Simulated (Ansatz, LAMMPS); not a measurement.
## Glassy 56SiO2-11K2O-15CaO-11ZnO-7TiO2 (mol %) (74 atoms) under strain

How stiff is glassy 56SiO2-11K2O-15CaO-11ZnO-7TiO2 (mol %) (74 atoms), and how do its levels respond to strain?

Method: Kohn-Sham DFT, PBE, PAW (set soft_2), plane waves, in Ansatz 0.2.0.

## 1. The starting structure

The cell holds 74 atoms: 15 Si, 6 K, 4 Ca, 3 Zn, 2 Ti and 44 O. Its edges and angles: a = 10.207 Å, b = 10.207 Å, c = 10.207 Å, α = 90.0°, β = 90.0°, γ = 90.0°. 74 atoms (15 Si, 6 K, 4 Ca, 3 Zn, 2 Ti, 44 O) placed at random at 2.74 g/cm³, melted at 4000 K for 10 ps at fixed volume with the Morse and Coulomb pair potential with partial charges (Pedone, Malavasi, Menziani, Cormack and Segre, J. Phys. Chem. B 110, 11780 (2006)). Quenched from 4000 K to 300 K at 20 K/ps and fixed volume, held 10 ps at zero pressure.

Limits known from the start: The quench rate of 20 K/ps far exceeds what a furnace or splat quench reaches, so expect more defects and frozen-in strain than in a real sample. The network of bonds at the start is that of the classical potential that made the cell, and needn't be the one that DFT or experiment would give. The Brillouin zone is sampled at Γ only.

## 2. Single point at the start

A single point comes first, to see the forces before anything moves.

File input.yaml:

```yaml
crystal:
  lattice:
    - [10.20688, 0.0, 0.0]
    - [0.0, 10.20688, 0.0]
    - [0.0, 0.0, 10.20688]
  atoms:
    - { symbol: Si, position: [0.442, 0.73706, 0.35994] }
    - { symbol: Si, position: [0.16683, 0.64639, 0.31393] }
    - { symbol: Si, position: [0.47168, 0.13615, 0.50954] }
    - { symbol: Si, position: [0.99495, 0.12124, 0.64351] }
    - { symbol: Si, position: [0.1379, 0.2785, 0.86349] }
    - { symbol: Si, position: [0.73511, 0.73314, 0.68222] }
    - { symbol: Si, position: [0.8343, 0.49686, 0.03948] }
    - { symbol: Si, position: [0.21585, 0.0498, 0.04634] }
    - { symbol: Si, position: [0.13822, 0.53728, 0.59956] }
    - { symbol: Si, position: [0.0914, 0.57704, 0.89898] }
    - { symbol: Si, position: [0.45776, 0.86304, 0.62872] }
    - { symbol: Si, position: [0.38532, 0.36341, 0.70114] }
    - { symbol: Si, position: [0.57823, 0.5319, 0.85533] }
    - { symbol: Si, position: [0.87274, 0.93717, 0.86378] }
    - { symbol: Si, position: [0.60826, 0.88278, 0.14552] }
    - { symbol: K, position: [0.16419, 0.86685, 0.73247] }
    - { symbol: K, position: [0.83579, 0.39529, 0.68792] }
    - { symbol: K, position: [0.18954, 0.27205, 0.36258] }
    - { symbol: K, position: [0.35598, 0.44094, 0.12188] }
    - { symbol: K, position: [0.47564, 0.07414, 0.87142] }
    - { symbol: K, position: [0.77089, 0.91353, 0.40108] }
    - { symbol: Ca, position: [0.68395, 0.21619, 0.05329] }
    - { symbol: Ca, position: [0.88859, 0.56913, 0.39611] }
    - { symbol: Ca, position: [0.94004, 0.12497, 0.08338] }
    - { symbol: Ca, position: [0.19514, 0.95172, 0.37256] }
    - { symbol: Zn, position: [0.46852, 0.16475, 0.20998] }
    - { symbol: Zn, position: [0.63162, 0.47445, 0.30058] }
    - { symbol: Zn, position: [0.93652, 0.78631, 0.11513] }
    - { symbol: Ti, position: [0.36533, 0.76036, 0.94458] }
    - { symbol: Ti, position: [0.77268, 0.23238, 0.42047] }
    - { symbol: O, position: [0.12058, 0.14334, 0.95109] }
    - { symbol: O, position: [0.4321, 0.27019, 0.57917] }
    - { symbol: O, position: [0.28282, 0.47652, 0.65329] }
    - { symbol: O, position: [0.60875, 0.82048, 0.62657] }
    - { symbol: O, position: [0.29724, 0.72793, 0.28405] }
    - { symbol: O, position: [0.78427, 0.04235, 0.93258] }
    - { symbol: O, position: [0.13487, 0.42214, 0.91787] }
    - { symbol: O, position: [0.83067, 0.71681, 0.56907] }
    - { symbol: O, position: [0.56057, 0.33104, 0.20346] }
    - { symbol: O, position: [0.45097, 0.01668, 0.60954] }
    - { symbol: O, position: [0.62668, 0.14718, 0.46717] }
    - { symbol: O, position: [0.20244, 0.67143, 0.95239] }
    - { symbol: O, position: [0.33447, 0.15409, 0.06814] }
    - { symbol: O, position: [0.78944, 0.81667, 0.80634] }
    - { symbol: O, position: [0.13489, 0.02815, 0.17535] }
    - { symbol: O, position: [0.16415, 0.63774, 0.48024] }
    - { symbol: O, position: [0.69784, 0.49644, 0.95351] }
    - { symbol: O, position: [0.83603, 0.17707, 0.2697] }
    - { symbol: O, position: [0.50351, 0.59988, 0.36503] }
    - { symbol: O, position: [0.88073, 0.34677, 0.01618] }
    - { symbol: O, position: [0.11887, 0.07537, 0.55866] }
    - { symbol: O, position: [0.98102, 0.8872, 0.95498] }
    - { symbol: O, position: [0.65505, 0.61221, 0.74017] }
    - { symbol: O, position: [0.74106, 0.39569, 0.4435] }
    - { symbol: O, position: [0.542, 0.83006, 0.28858] }
    - { symbol: O, position: [0.87998, 0.16971, 0.54607] }
    - { symbol: O, position: [0.76239, 0.84852, 0.14888] }
    - { symbol: O, position: [0.79946, 0.53868, 0.18268] }
    - { symbol: O, position: [0.28015, 0.92292, 0.98066] }
    - { symbol: O, position: [0.95026, 0.58465, 0.97967] }
    - { symbol: O, position: [0.46278, 0.60723, 0.91308] }
    - { symbol: O, position: [0.14791, 0.50511, 0.25453] }
    - { symbol: O, position: [0.50676, 0.40864, 0.79226] }
    - { symbol: O, position: [0.03895, 0.44457, 0.53461] }
    - { symbol: O, position: [0.51388, 0.8225, 0.03692] }
    - { symbol: O, position: [0.38878, 0.10838, 0.3751] }
    - { symbol: O, position: [0.58298, 0.03843, 0.14925] }
    - { symbol: O, position: [0.38778, 0.80372, 0.49452] }
    - { symbol: O, position: [0.04177, 0.72851, 0.27435] }
    - { symbol: O, position: [0.08431, 0.60385, 0.74267] }
    - { symbol: O, position: [0.29034, 0.27035, 0.79943] }
    - { symbol: O, position: [0.39304, 0.81646, 0.7607] }
    - { symbol: O, position: [0.93764, 0.01026, 0.73391] }
    - { symbol: O, position: [0.04251, 0.24444, 0.74592] }
kpoints:
  mp_grid: { grid: [1, 1, 1] }
hamiltonian:
  xc: pbe
scf:
  occupations: { method: gaussian, width: 0.05 }
output:
  forces: true
```

The run is started by

```sh
> ansatz run input.yaml --threads 4 --pin off --max-ram 8192MiB --backend cpu --events-out ev --progress --plain --runs-dir out
```

The program printed:

```text
Engine: ansatz 0.2.0, aarch64-unknown-linux-gnu
Pseudopotentials: kind: paw
Pseudopotential: Si, paw, valence charge 4, recommended cutoff 420 eV (normal), Si.paw.azcp
Pseudopotential: K, paw, valence charge 9, recommended cutoff 420 eV (normal), K.paw.azcp
Pseudopotential: Ca, paw, valence charge 10, recommended cutoff 420 eV (normal), Ca.paw.azcp
Pseudopotential: Zn, paw, valence charge 12, recommended cutoff 420 eV (normal), Zn.paw.azcp
Pseudopotential: Ti, paw, valence charge 12, recommended cutoff 420 eV (normal), Ti.paw.azcp
Pseudopotential: O, paw, valence charge 6, recommended cutoff 420 eV (normal), O.paw.azcp
[... 5 lines on functional and potentials left out ...]
Crystal: 74 atoms, lattice volume = 1063.357 Å³
Basis set: ecut = 420 eV, 20719 PW (Γ), exchange–correlation on 144×144×144 points (8 copies of the dense FFT grid, shifted against one another)
Bands: 313, of which v1, the nominal top of the filled ones, is band 239 counted from 1 (238 counted from 0)
Symmetry: 1 space group operations
Space group: P1 (ITA 1), of the structure as read, at distance tolerance 1.0e-4 Å
k-points: 1
[... 13 lines on functional and potentials left out ...]
Initial density: superposition of atomic densities (neutral atoms: chi_scale 0, normalization atom), corrected by the library's trained network
Initial wavefunctions: pseudopotential atomic-orbital guess
Functional: x = pbe(κ = 0.804, μ = 0.219515), c = pbe(β = 0.066725)
SCF iter   1: F=—  HF=-66030.885119 eV  |F-HF|=—  |Δ(HF+E_count)|=         —  Δρ=2.57e-3  dr2=9.85e-2  ethr=1.77e-3  ⟨swp⟩=6.0  Hψ=1366  notcnv=0  defer=64
preconditioner: auto → Resta (q_TF=auto, 2.388 Å⁻¹)  ε∞=3.6  [insulator: Δε(μ)=2.437 eV  Ē_g=14.741 eV  σ=0.050 eV  W_gap=1.00  n_scr=250 (ndim 8)  ℏωp=23.9 eV  f_vac=0.134  D(μ)=0.00/eV (n_scr^D=0)  ε∞_Penn≈3.6]
SCF iter   2: F=—  HF=-66030.875347 eV  |F-HF|=—  |Δ(HF+E_count)|=   9.77e-3  Δρ=1.41e-3  dr2=2.25e-2  ethr=2.06e-5  ⟨swp⟩=2.0  Hψ=550  notcnv=0  defer=69
SCF iter   3: F=—  HF=-66030.874913 eV  |F-HF|=—  |Δ(HF+E_count)|=   4.34e-4  Δρ=6.49e-4  dr2=7.62e-3  ethr=4.71e-6  ⟨swp⟩=2.0  Hψ=411  notcnv=0  defer=33
automatic band count: iteration 3 solves 277 bands in place of 313: the levels show a gap, and the empty bands left out lie too high to hold charge; the band table lists the bands solved (type scf.n_extra_bands for more)
SCF iter   4: F=—  HF=-66030.874587 eV  |F-HF|=—  |Δ(HF+E_count)|=   3.26e-4  Δρ=3.74e-4  dr2=1.91e-3  ethr=1.59e-6  ⟨swp⟩=2.0  Hψ=486  notcnv=0  defer=33
SCF iter   5: F=—  HF=-66030.874358 eV  |F-HF|=—  |Δ(HF+E_count)|=   2.29e-4  Δρ=1.80e-4  dr2=4.36e-4  ethr=4.00e-7  ⟨swp⟩=2.0  Hψ=482  notcnv=0  defer=33
SCF iter   6: F=—  HF=-66030.874379 eV  |F-HF|=—  |Δ(HF+E_count)|=   2.07e-5  Δρ=7.74e-5  dr2=7.34e-5  ethr=9.12e-8  ⟨swp⟩=2.0  Hψ=481  notcnv=0  defer=33
SCF iter   7: F=—  HF=-66030.876097 eV  |F-HF|=—  |Δ(HF+E_count)|=   1.72e-3  Δρ=3.60e-5  dr2=1.40e-5  ethr=1.54e-8  ⟨swp⟩=2.0  Hψ=474  notcnv=0  defer=33
SCF iter   8: F=—  HF=-66030.876100 eV  |F-HF|=—  |Δ(HF+E_count)|=   3.41e-6  Δρ=1.28e-5  dr2=2.05e-6  ethr=2.93e-9  ⟨swp⟩=2.0  Hψ=477  notcnv=0  defer=33
SCF iter   9: F=—  HF=-66030.876102 eV  |F-HF|=—  |Δ(HF+E_count)|=   1.51e-6  Δρ=6.95e-6  dr2=5.77e-7  ethr=4.28e-10  ⟨swp⟩=2.0  Hψ=430  notcnv=0  defer=33
SCF iter  10: F=—  HF=-66030.876102 eV  |F-HF|=—  |Δ(HF+E_count)|=   2.91e-7  Δρ=3.23e-6  dr2=1.23e-7  ethr=1.21e-10  ⟨swp⟩=2.0  Hψ=477  notcnv=0  defer=33
SCF iter  11: F=-66030.876102 eV  HF=-66030.876102 eV  |F-HF|=1.25e-9  |Δ(HF+E_count)|=   3.58e-8  Δρ=1.62e-6  dr2=3.42e-8  ethr=2.09e-11  ⟨swp⟩=4.0  Hψ=890  notcnv=0
SCF 1 converged in 11 iterations: F = -66030.876102 eV  dr2 = 3.42e-8
  greatest PAW one-centre occupation: 0.999 electrons in one spin orbital (limit 2), on the Ti atom at site 29 (counted from 0), in its partial waves of l = 0
SCF converged after 11 iterations
Free energy (F): -66030.876102 eV
Harris-Foulkes:  -66030.876102 eV  (|F-HF|=1.25e-9)
Internal energy: -66030.876102 eV  (E = F + TS)
E sigma→0 (E₀):  -66030.876102 eV
Fermi energy:    5.602995 eV
--- Per-component energies (eV) ---
  E_band       = -2691.333172
  E_kinetic    = 12104.693086
  E_local      = -37412.538816  (includes V_loc(G=0)·N_el)
  E_nonlocal   = 4679.383721
  E_hartree    = 14271.600925
  E_xc         = -6085.015593
  E_vxc        = -6976.317651  (∫ρ·V_xc dr)
  E_paw        = -30395.846644  (= ΣΔE_a)
  E_vpaw       = -3629.866194  (= ΣTr[D̂ρ^β])
  E_aug_tail   = 0.110773  (compensation charges beyond the density's cutoff)
  E_ewald      = -23193.263554
  E_smearing   = -0.000000  (= −TS)
  E_closure    = 0.000000  (closes the sum)
  Σ components = -66030.876102   (vs F -66030.876102, Δ=0.00e0)
--- Forces (eV/Å), atoms counted from 1 ---
  atom   1  Si    -0.86445269    -0.53000906    -0.31142879
  atom   2  Si    -0.58759325    -3.04414615     0.88047687
  atom   3  Si     1.06478751    -0.25176381    -2.77957366
  atom   4  Si     1.68506837     1.34561338    -0.54893123
  atom   5  Si     2.38208495    -2.08749139    -1.56997236
  atom   6  Si    -2.11261663     2.27602818     1.48057662
  atom   7  Si    -0.25734688    -3.09698626    -0.12250198
  atom   8  Si     2.27445024     1.84813188     0.07980613
  atom   9  Si     1.51819724     0.05682793     1.15480010
  atom  10  Si    -0.52573476    -1.35400182     0.26671799
  atom  11  Si     1.90821579    -2.28936850    -1.46585734
  atom  12  Si    -3.17960850    -0.85298456     0.29289458
  atom  13  Si     3.58119373     1.24940034    -0.92133074
  atom  14  Si    -2.06393095     0.73223179    -2.53499936
[...]
atom  73  O     -0.13611618    -1.47893526     0.59494443
  atom  74  O     -1.86221864    -0.07367396    -1.58986640
  max |Σ_I F_I| component: 6.25e-5 eV/Å
```

It took 11 s on 4 threads of Arm Neoverse V1, shared host; peak memory 1.4 GiB.

The column dr2 measures how far the density is from self-consistency, as an energy; F and HF (Harris–Foulkes) agree once it is small.

The r.m.s. force at the start is 1.3 eV/Å.

## 3. Cell and atoms relaxed

Cell and atoms are freed together, to release stress as well as forces.

File input.yaml:

```yaml
crystal:
  lattice:
    - [10.20688, 0.0, 0.0]
    - [0.0, 10.20688, 0.0]
    - [0.0, 0.0, 10.20688]
  atoms:
    [... the 74 atom lines of step 2 ...]
kpoints:
  mp_grid: { grid: [1, 1, 1] }
hamiltonian:
  xc: pbe
scf:
  occupations: { method: gaussian, width: 0.05 }
output:
  forces: true
relax:
  f_tol: 0.05
  max_steps: 150
  cell: {}
```

The program printed:

```text
[...]
Crystal: 74 atoms, lattice volume = 1063.357 Å³
Basis set: ecut = 420 eV, 20719 PW (Γ), exchange–correlation on 144×144×144 points (8 copies of the dense FFT grid, shifted against one another)
Bands: 313, of which v1, the nominal top of the filled ones, is band 239 counted from 1 (238 counted from 0)
Symmetry: 1 space group operations
[...]
k-points: 1
[...]
SCF iter   1: F=—  HF=-66030.885119 eV  |F-HF|=—  |Δ(HF+E_count)|=         —  Δρ=2.57e-3  dr2=9.85e-2  ethr=1.77e-3  ⟨swp⟩=6.0  Hψ=1366  notcnv=0  defer=64
[...]
SCF iter  11: F=-66030.876102 eV  HF=-66030.876102 eV  |F-HF|=3.45e-9  |Δ(HF+E_count)|=   3.30e-8  Δρ=1.58e-6  dr2=3.26e-8  ethr=2.09e-11  ⟨swp⟩=4.0  Hψ=926  notcnv=0
SCF 1 converged in 11 iterations: F = -66030.876102 eV  dr2 = 3.26e-8
[...]
relax step   1: F+E_penalty+E_count = -66030.87610185 eV  Δ(F+E_penalty+E_count) = +0.000e0 eV  max|allowed force component| = 3.581e0 eV/Å  Δτ_max = 0.0000 Å  P = +5.526 GPa  Ω = 1063.357 Å³  (11 SCF iters, dr2 threshold 1.00e-7 eV, accepted)
[... from here on, the SCF cycles and remarks between the steps are left out ...]
relax step   2: F+E_penalty+E_count = -66034.53773175 eV  Δ(F+E_penalty+E_count) = -3.662e0 eV  max|allowed force component| = 2.000e0 eV/Å  Δτ_max = 0.1949 Å  P = +3.005 GPa  Ω = 1067.047 Å³  energy of the carried Pulay correction = -1.162e-2 eV  (9 SCF iters, dr2 threshold 7.40e-6 eV, accepted)
relax step   3: F+E_penalty+E_count = -66036.46944105 eV  Δ(F+E_penalty+E_count) = -1.932e0 eV  max|allowed force component| = 8.689e-1 eV/Å  Δτ_max = 0.1945 Å  P = +0.015 GPa  Ω = 1077.627 Å³  energy of the carried Pulay correction = -4.471e-2 eV  (9 SCF iters, dr2 threshold 7.40e-6 eV, accepted)
relax step   4: F+E_penalty+E_count = -66036.87033824 eV  Δ(F+E_penalty+E_count) = -4.009e-1 eV  max|allowed force component| = 5.820e-1 eV/Å  Δτ_max = 0.2000 Å  P = +0.126 GPa  Ω = 1069.849 Å³  energy of the carried Pulay correction = -2.042e-2 eV  (8 SCF iters, dr2 threshold 7.40e-6 eV, accepted)
relax step   5: F+E_penalty+E_count = -66037.01517298 eV  Δ(F+E_penalty+E_count) = -1.448e-1 eV  max|allowed force component| = 3.909e-1 eV/Å  Δτ_max = 0.1626 Å  P = -0.160 GPa  Ω = 1072.315 Å³  energy of the carried Pulay correction = -2.814e-2 eV  (8 SCF iters, dr2 threshold 7.40e-6 eV, accepted)
relax step   6: F+E_penalty+E_count = -66037.02673270 eV  Δ(F+E_penalty+E_count) = -1.156e-2 eV  max|allowed force component| = 8.711e-1 eV/Å  Δτ_max = 0.2000 Å  P = +0.176 GPa  Ω = 1065.435 Å³  energy of the carried Pulay correction = -6.548e-3 eV  (9 SCF iters, dr2 threshold 7.40e-6 eV, rejected (line search))
relax step   7: F+E_penalty+E_count = -66037.12929513 eV  Δ(F+E_penalty+E_count) = -1.141e-1 eV  max|allowed force component| = 1.372e-1 eV/Å  Δτ_max = 0.0906 Å  P = +0.045 GPa  Ω = 1068.455 Å³  energy of the carried Pulay correction = -1.604e-2 eV  (14 SCF iters, accepted)
relax step   8: F+E_penalty+E_count = -66037.14071209 eV  Δ(F+E_penalty+E_count) = -1.142e-2 eV  max|allowed force component| = 9.105e-2 eV/Å  Δτ_max = 0.0521 Å  P = +0.019 GPa  Ω = 1068.018 Å³  energy of the carried Pulay correction = -1.467e-2 eV  (8 SCF iters, dr2 threshold 1.18e-6 eV, accepted)
relax step   9: F+E_penalty+E_count = -66037.14712665 eV  Δ(F+E_penalty+E_count) = -6.415e-3 eV  max|allowed force component| = 6.420e-2 eV/Å  Δτ_max = 0.0165 Å  P = -0.007 GPa  Ω = 1068.496 Å³  energy of the carried Pulay correction = -1.617e-2 eV  (8 SCF iters, dr2 threshold 5.18e-7 eV, accepted)
relax step  10: F+E_penalty+E_count = -66037.15181496 eV  Δ(F+E_penalty+E_count) = -4.688e-3 eV  max|allowed force component| = 5.031e-2 eV/Å  Δτ_max = 0.0257 Å  P = -0.013 GPa  Ω = 1069.013 Å³  energy of the carried Pulay correction = -1.779e-2 eV  (8 SCF iters, dr2 threshold 2.58e-7 eV, accepted)
relax step  11: F+E_penalty+E_count = -66037.15455058 eV  Δ(F+E_penalty+E_count) = -2.736e-3 eV  max|allowed force component| = 5.930e-2 eV/Å  Δτ_max = 0.0390 Å  P = +0.009 GPa  Ω = 1069.138 Å³  energy of the carried Pulay correction = -1.819e-2 eV  (9 SCF iters, dr2 threshold 1.58e-7 eV, accepted)
relax step  12: F+E_penalty+E_count = -66037.15561442 eV  Δ(F+E_penalty+E_count) = -1.064e-3 eV  max|allowed force component| = 3.476e-2 eV/Å  Δτ_max = 0.0193 Å  P = -0.011 GPa  Ω = 1069.492 Å³  energy of the carried Pulay correction = -1.930e-2 eV  (8 SCF iters, dr2 threshold 2.20e-7 eV, accepted)
relax step  13: F+E_penalty+E_count = -66037.19792884 eV  Δ(F+E_penalty+E_count) = -4.231e-2 eV  max|allowed force component| = 3.402e-2 eV/Å  Δτ_max = 0.0000 Å  P = +0.043 GPa  Ω = 1069.492 Å³  stress off target by 1.42e-1 GPa  SCF on the basis re-selected at this cell (its energy is not comparable with the rows above)  (8 SCF iters)
relax step  14: F+E_penalty+E_count = -66037.18045128 eV  Δ(F+E_penalty+E_count) = +1.748e-2 eV  max|allowed force component| = 2.210e-1 eV/Å  Δτ_max = 0.0437 Å  P = -0.060 GPa  Ω = 1072.958 Å³  energy of the carried Pulay correction = -1.060e-2 eV  (10 SCF iters, dr2 threshold 5.03e-8 eV, rejected (line search))
relax step  15: F+E_penalty+E_count = -66037.19546858 eV  Δ(F+E_penalty+E_count) = +2.460e-3 eV  max|allowed force component| = 2.849e-2 eV/Å  Δτ_max = 0.0149 Å  P = -0.018 GPa  Ω = 1071.099 Å³  energy of the carried Pulay correction = -4.758e-3 eV  (13 SCF iters, accepted)
relax step  16: F+E_penalty+E_count = -66037.20028564 eV  Δ(F+E_penalty+E_count) = -4.817e-3 eV  max|allowed force component| = 2.840e-2 eV/Å  Δτ_max = 0.0000 Å  P = -0.016 GPa  Ω = 1071.099 Å³  stress off target by 3.13e-2 GPa  SCF on the basis re-selected at this cell (its energy is not comparable with the rows above)  (6 SCF iters)
[...]
SCF converged after 6 iterations
Free energy (F): -66037.200286 eV
[...]
Internal energy: -66037.200286 eV  (E = F + TS)
E sigma→0 (E₀):  -66037.200286 eV
Fermi energy:    5.576814 eV
[...]
--- Forces (eV/Å), atoms counted from 1 ---
  atom   1  Si     0.00451660     0.01545084     0.01151830
  atom   2  Si    -0.00267373     0.00833936    -0.00654516
  atom   3  Si    -0.01515890    -0.01165305     0.01080542
  atom   4  Si     0.00022312     0.01054724     0.01202563
  atom   5  Si    -0.00194572    -0.00009854     0.00548605
  atom   6  Si    -0.02840453    -0.00316472     0.01215968
  atom   7  Si    -0.00268857     0.00271639    -0.00861496
  atom   8  Si     0.00658417     0.01552397    -0.00421395
  atom   9  Si     0.00157399     0.00933983     0.00650701
  atom  10  Si    -0.01673064    -0.00212185     0.01289700
  atom  11  Si    -0.00569327     0.00004637    -0.01148202
  atom  12  Si     0.00710234    -0.00267566     0.00329961
  atom  13  Si     0.01614738    -0.01006237     0.01709180
  atom  14  Si    -0.00860645    -0.00230143     0.00737403
[...]
atom  73  O      0.00079019    -0.00151578    -0.00075477
  atom  74  O     -0.00416005    -0.00811479    -0.01466025
  max |Σ_I F_I| component: 4.71e-5 eV/Å
--- Stress (GPa, compression-positive) ---
       -0.023038       0.010532       0.002745
        0.010531      -0.013449      -0.005915
        0.002744      -0.005915      -0.010733
  P = ⅓ Tr σ = -0.0157 GPa (-0.157 kbar)
--- Relaxed structure (14 steps of the walk, 12 accepted, 2 SCFs on fresh bases) ---
  F+E_penalty+E_count = -66037.20028564 eV   max|allowed force component| = 2.840e-2 eV/Å   (the final SCF, on the basis selected at the relaxed cell)
  cell:  # Å, volume = 1071.0991 Å³
    - [10.328827, 0.062882, -0.0029518]
    - [0.062882, 10.288390, -0.090757]
    - [-0.0029518, -0.090757, 10.080496]
  atoms:
    - { symbol: Si, position: [0.435913, 0.731464, 0.354296] }
    - { symbol: Si, position: [0.152382, 0.659620, 0.322843] }
    - { symbol: Si, position: [0.463730, 0.130314, 0.504467] }
    - { symbol: Si, position: [0.991280, 0.113917, 0.631562] }
[...]
- { symbol: O, position: [0.048353, 0.235642, 0.726429] }
```

Run time: 3.2 min. Hardware: 4 threads; peak memory 1.4 GiB.

The relaxation converged after 14 steps, with a largest force component of 0.028 eV/Å.

(Part 1 of 3 ends here.)

[Long decimals in the printed logs are rounded to 6 places.]

[Logs are printed without paths, hosts, clocks, repeated set-up lines and the standing remarks that a program may print on its own settings, such as how far it seeks lower states.]

[Hosts, paths, dates, database ids (printed as entryN), source tags and the programs' standing remarks are cut or masked in the printed files.]
